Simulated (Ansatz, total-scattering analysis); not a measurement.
# A molecular-dynamics model of aqueous KF and its diffraction

Aim: the structure of aqueous KF at 330 K, and the X-ray and neutron patterns it would give.

Method: ab initio molecular dynamics with Ansatz (PBE, plane waves, PAW default files, Langevin thermostat, no spin, fixed volume, H with the mass of D). Composition: 30 H2O, 3 K+ and 3 F-; O 31.2, H 62.5, K 3.1, F 3.1 atom %; 96 atoms. The average runs over 0.70 ps of 96 atoms, so shells between rare elements are rough. Mean temperature 342 K, largest m.s.d. 0.75 Å², energy drift +1 meV an atom (last third less first, no steady trend), Langevin friction 10 ps⁻¹; the first quarter of the run is discarded. Start: last frame of a classical run of this cell at the same density and temperature. So short a stretch relaxes bonds and nearest shells but still remembers its start.

## The run

The step of 1 fs has to resolve the fastest vibration, that of H (given the mass of D, which leaves classical structure unchanged and allows a longer step). The volume is fixed, since the run is too short for a cell to find its own; the mean pressure then hints how far the functional is from its own density, with errors up to a few GPa from cell size, k-points and loose SCF steps (the program warns of the last). One k-point, Γ, is the usual economy for a cell of this size. Smeared occupations keep the forces smooth should levels come near the Fermi energy. A Langevin thermostat samples the right structure once equilibrated, but its friction lowers diffusion.

input.yaml:

```yaml
crystal:
  lattice:
    - [9.9634, 0.0, 0.0]
    - [0.0, 9.9634, 0.0]
    - [0.0, 0.0, 9.9634]
  atoms:
    - { symbol: O, position: [0.2804, 0.46, 0.5646] }
    - { symbol: H, position: [0.3357, 0.5102, 0.6316] }
    - { symbol: H, position: [0.3304, 0.3784, 0.5344] }
    - { symbol: O, position: [0.2815, 0.2165, 0.7747] }
[... 90 atom lines left out ...]
    - { symbol: F, position: [0.4069, 0.2309, 0.5282] }
    - { symbol: F, position: [0.425, 0.5935, 0.7611] }
kpoints:
  mp_grid: { grid: [1, 1, 1] }
scf:
  occupations: { method: fermi_dirac, width: 0.0284 }
hamiltonian:
  xc: pbe
  pseudopotentials: { kind: paw }
output:
  forces: true
  stress: true
md:
  timestep: 1.0
  n_steps: 935
  ensemble: nvt_langevin
  temperature: 330.0
  initial_velocities: maxwell_boltzmann
  seed: 7
  masses: [{ species: H, mass: 2.014 }]
```

```console
$ ansatz run input.yaml --threads 4 --pin off --max-ram 10240MiB --backend cpu --events-out ev --progress --plain --runs-dir out
```

```text
Warning: md: disabling space-group detection — thermal motion breaks the input geometry's symmetry, so no spatial operation reduces the k-mesh or symmetrises the density; time reversal is kept, so that k and −k are [...]
Warning: output.stress: scf.convergence.dr2_threshold = 9.6e-8 eV (the default of an md: trajectory) is looser than the 9.6e-9 eV advised for a printed stress (1e-10 eV for each atom of the cell: 96). What an SCF [...]
Warning: RAYON_NUM_THREADS=4 ignored (pool sized by the plan → 4); use --threads N
Engine: ansatz 0.2.0, aarch64-unknown-linux-gnu
Pseudopotential: O, paw, valence charge 6, recommended cutoff 420 eV (normal), O.paw.azcp
Pseudopotential: H, paw, valence charge 1, recommended cutoff 420 eV (normal), H.paw.azcp
Pseudopotential: K, paw, valence charge 9, recommended cutoff 420 eV (normal), K.paw.azcp
Pseudopotential: F, paw, valence charge 7, recommended cutoff 420 eV (normal), F.paw.azcp
Functional definition: PBE
Crystal: 96 atoms, lattice volume = 989.060 Å³
Basis set: ecut = 420 eV, 19381 PW (Γ), exchange–correlation on 144×144×144 points (8 copies of the dense FFT grid, shifted against one another)
Bands: 240, of which v1, the nominal top of the filled ones, is band 144 counted from 1 (143 counted from 0)
k-points: 1
[... other set-up lines, SCF lines and steps between those shown are left out ...]
md step     0: t =     0.00 fs  T =   326.6 K  F+E_penalty+E_count = -25033.30780334 eV  E_kin = 4.052301 eV  P_inst = -0.5692 GPa  (9 SCF iters)
md step     1: t =     1.00 fs  T =   324.2 K  F+E_penalty+E_count = -25033.24479031 eV  E_kin = 4.023175 eV  P_inst = -0.1652 GPa  (8 SCF iters)
md step    37: t =    37.00 fs  T =   295.8 K  F+E_penalty+E_count = -25032.97132908 eV  E_kin = 3.670473 eV  P_inst = 0.9092 GPa  (7 SCF iters)
md step    74: t =    74.00 fs  T =   301.8 K  F+E_penalty+E_count = -25033.48861729 eV  E_kin = 3.744780 eV  P_inst = 1.1732 GPa  (7 SCF iters)
md step   111: t =   111.00 fs  T =   298.9 K  F+E_penalty+E_count = -25033.24316485 eV  E_kin = 3.708838 eV  P_inst = 1.0577 GPa  (6 SCF iters)
md step   148: t =   148.00 fs  T =   367.6 K  F+E_penalty+E_count = -25033.65805288 eV  E_kin = 4.561754 eV  P_inst = 1.1992 GPa  (7 SCF iters)
md step   185: t =   185.00 fs  T =   348.7 K  F+E_penalty+E_count = -25033.37892752 eV  E_kin = 4.327460 eV  P_inst = 0.9503 GPa  (7 SCF iters)
md step   222: t =   222.00 fs  T =   347.0 K  F+E_penalty+E_count = -25033.92098730 eV  E_kin = 4.306396 eV  P_inst = 0.2946 GPa  (7 SCF iters)
md step   259: t =   259.00 fs  T =   321.5 K  F+E_penalty+E_count = -25033.44019540 eV  E_kin = 3.989338 eV  P_inst = 0.1877 GPa  (7 SCF iters)
md step   296: t =   296.00 fs  T =   330.9 K  F+E_penalty+E_count = -25034.12463429 eV  E_kin = 4.106292 eV  P_inst = 1.7654 GPa  (7 SCF iters)
md step   333: t =   333.00 fs  T =   381.0 K  F+E_penalty+E_count = -25034.21400022 eV  E_kin = 4.727600 eV  P_inst = 1.0533 GPa  (7 SCF iters)
md step   370: t =   370.00 fs  T =   335.2 K  F+E_penalty+E_count = -25034.26481888 eV  E_kin = 4.160014 eV  P_inst = 0.3849 GPa  (8 SCF iters)
md step   407: t =   407.00 fs  T =   340.7 K  F+E_penalty+E_count = -25034.48608408 eV  E_kin = 4.228254 eV  P_inst = 0.7545 GPa  (7 SCF iters)
md step   444: t =   444.00 fs  T =   320.3 K  F+E_penalty+E_count = -25034.63693223 eV  E_kin = 3.975059 eV  P_inst = 1.8678 GPa  (7 SCF iters)
md step   481: t =   481.00 fs  T =   344.9 K  F+E_penalty+E_count = -25034.87003374 eV  E_kin = 4.279868 eV  P_inst = 0.1440 GPa  (7 SCF iters)
md step   518: t =   518.00 fs  T =   371.1 K  F+E_penalty+E_count = -25034.88041187 eV  E_kin = 4.605036 eV  P_inst = 0.6985 GPa  (7 SCF iters)
md step   555: t =   555.00 fs  T =   301.6 K  F+E_penalty+E_count = -25034.02772739 eV  E_kin = 3.742276 eV  P_inst = 1.4781 GPa  (6 SCF iters)
md step   592: t =   592.00 fs  T =   359.5 K  F+E_penalty+E_count = -25034.46079304 eV  E_kin = 4.460842 eV  P_inst = 1.5594 GPa  (7 SCF iters)
md step   629: t =   629.00 fs  T =   321.0 K  F+E_penalty+E_count = -25034.05383272 eV  E_kin = 3.983460 eV  P_inst = 1.0038 GPa  (7 SCF iters)
md step   666: t =   666.00 fs  T =   325.0 K  F+E_penalty+E_count = -25033.81955432 eV  E_kin = 4.033319 eV  P_inst = 0.5654 GPa  (7 SCF iters)
md step   703: t =   703.00 fs  T =   332.2 K  F+E_penalty+E_count = -25034.04721926 eV  E_kin = 4.122350 eV  P_inst = 0.6701 GPa  (7 SCF iters)
md step   740: t =   740.00 fs  T =   391.5 K  F+E_penalty+E_count = -25034.23391389 eV  E_kin = 4.857767 eV  P_inst = 1.1426 GPa  (8 SCF iters)
md step   777: t =   777.00 fs  T =   337.5 K  F+E_penalty+E_count = -25034.02696265 eV  E_kin = 4.188245 eV  P_inst = 0.5970 GPa  (7 SCF iters)
md step   814: t =   814.00 fs  T =   397.4 K  F+E_penalty+E_count = -25033.98361175 eV  E_kin = 4.931808 eV  P_inst = 1.0970 GPa  (7 SCF iters)
md step   851: t =   851.00 fs  T =   354.8 K  F+E_penalty+E_count = -25033.88544796 eV  E_kin = 4.402653 eV  P_inst = 1.5084 GPa  (7 SCF iters)
md step   888: t =   888.00 fs  T =   328.5 K  F+E_penalty+E_count = -25033.97391305 eV  E_kin = 4.076276 eV  P_inst = 0.8840 GPa  (7 SCF iters)
md step   925: t =   925.00 fs  T =   358.6 K  F+E_penalty+E_count = -25034.74851240 eV  E_kin = 4.449593 eV  P_inst = 0.4352 GPa  (7 SCF iters)
[... last step's energies and forces left out ...]
--- MD trajectory: 935 steps, t = 0.0 → 935.0 fs ---
  final state: T = 348.8 K   F+E_penalty+E_count = -25034.55391067 eV   E_kin = 4.328423 eV
```

It took 64 min on 4 threads of Arm Neoverse V1, on a shared host, peak memory 1.1 GiB.

## Analysis

S(Q) is the Faber–Ziman total, Σ ci cj fi fj (Sij − 1)/⟨f⟩² + 1. Below 4 Å⁻¹ the partials are summed on the cell's own reciprocal vectors (from 0.63 Å⁻¹) and folded with a Gaussian of σ = 0.14 Å⁻¹; above it they are transforms of g(r) out to 6.8 Å, tapered over the last 40 %. The fold lowers sharp peaks, and with so few vectors their positions are good to about 0.1 Å⁻¹. X-rays take neutral-atom form factors, neutrons coherent lengths (O 5.8037, H 6.6681, K 3.67, F 5.654 fm). Hydrogen is taken as deuterium. G(r) = 4πrρ₀[g(r) − 1] carries the resolution of a Lorch-windowed transform up to 20 Å⁻¹. The patterns are simulated, not measured. The cell is small: beyond half the box only the part of each shell inside it is counted, and low-Q values rest on few vectors. It is averaged over 141 frames.

| T (K) | state | density (g/cm³) | first clear X-ray maximum (Å⁻¹) | its height (X-ray) | first clear neutron maximum (Å⁻¹) | its height (neutron) | F–O (Å) | O around F | O–O (Å) | held | D over the elements, rough (10⁻⁹ m²/s) |
| --- | --- | --- | --- | --- | --- | --- | --- | --- | --- | --- | --- |
| 330 | liquid | 1.200 | 2.25 | 1.93 | 2.16 | 1.84 | 2.63 | 4.95 | 2.78 | volume, 0.8 GPa mean | - |

neutron S(Q):

```
Q (Å⁻¹)  330 K
    0.8   0.39
    1.1   0.58
    1.4   0.69
    1.7   1.13
    2.0   1.76
    2.3   1.76
    2.6   1.02
    2.9   0.87
    3.2   0.74
    3.5   0.79
    3.8   0.86
    4.1   0.90
    4.4   0.90
    4.7   0.86
    5.0   0.81
    5.3   0.81
    5.6   0.87
    5.9   0.92
    6.2   0.95
    6.5   0.98
    6.8   1.02
    7.1   1.05
    7.4   1.08
    7.7   1.13
    8.0   1.17
    8.3   1.19
    8.6   1.16
    8.9   1.12
```

At 330 K the maxima of S(Q), Q in Å⁻¹ (height), are X-ray: 2.25 (1.93), 2.92 (1.83), 4.88 (1.31), 7.22 (1.24); neutron: 2.16 (1.84), 4.25 (0.91), 8.23 (1.19), 14.11 (1.08). Its shells:

```
pair  first peak (Å)  g there  first minimum (Å)  g there                 neighbours               kind  X-ray weight (f = Z)  neutron weight
 O–H            0.99     28.3               1.26     0.00   2.0 H per O, 1.0 O per H   within molecules                  0.20            0.38
 H–H            1.56      3.1               1.84     0.17                        1.0   within molecules                  0.02            0.44
 H–F            1.66      5.4               2.56     0.11   0.2 F per H, 5.0 H per F  between molecules                  0.02            0.04
 O–F            2.63      5.1               3.30     0.33   0.5 F per O, 4.9 O per F  between molecules                  0.09            0.02
 O–O            2.78      2.4               3.24     0.82                        3.2  between molecules                  0.39            0.08
 O–K            2.79      4.0               3.48     0.60   0.7 K per O, 6.7 O per K  between molecules                  0.19            0.01
 H–K            3.37      2.6               4.16     0.64  0.9 K per H, 18.7 H per K  between molecules                  0.05            0.02
```

The tapered transform alone would put 1.81 at the neutron maximum of 2.16 Å⁻¹, where the reciprocal vectors give 1.84; the two routes agree.

**Reading.** Distances within molecules give the sharpest pair functions, and with hydrogen they rule the neutron S(Q) at high Q: O–H 0.99 Å and H–H 1.56 Å (first peaks only). Between molecules or ions, shells with a clear end include O–F at 2.63 Å (0.5 F per O, 4.9 O per F). On the last frame 93 % of the H on O, N or F point at an acceptor of another molecule or at an anion within hydrogen-bond range (2.35 Å to O, N, F; 2.85 Å to Cl, Br, I).

[Logs are printed without paths, hosts, clocks, repeated set-up lines and the standing remarks that a program may print on its own settings, such as how far it seeks lower states.]
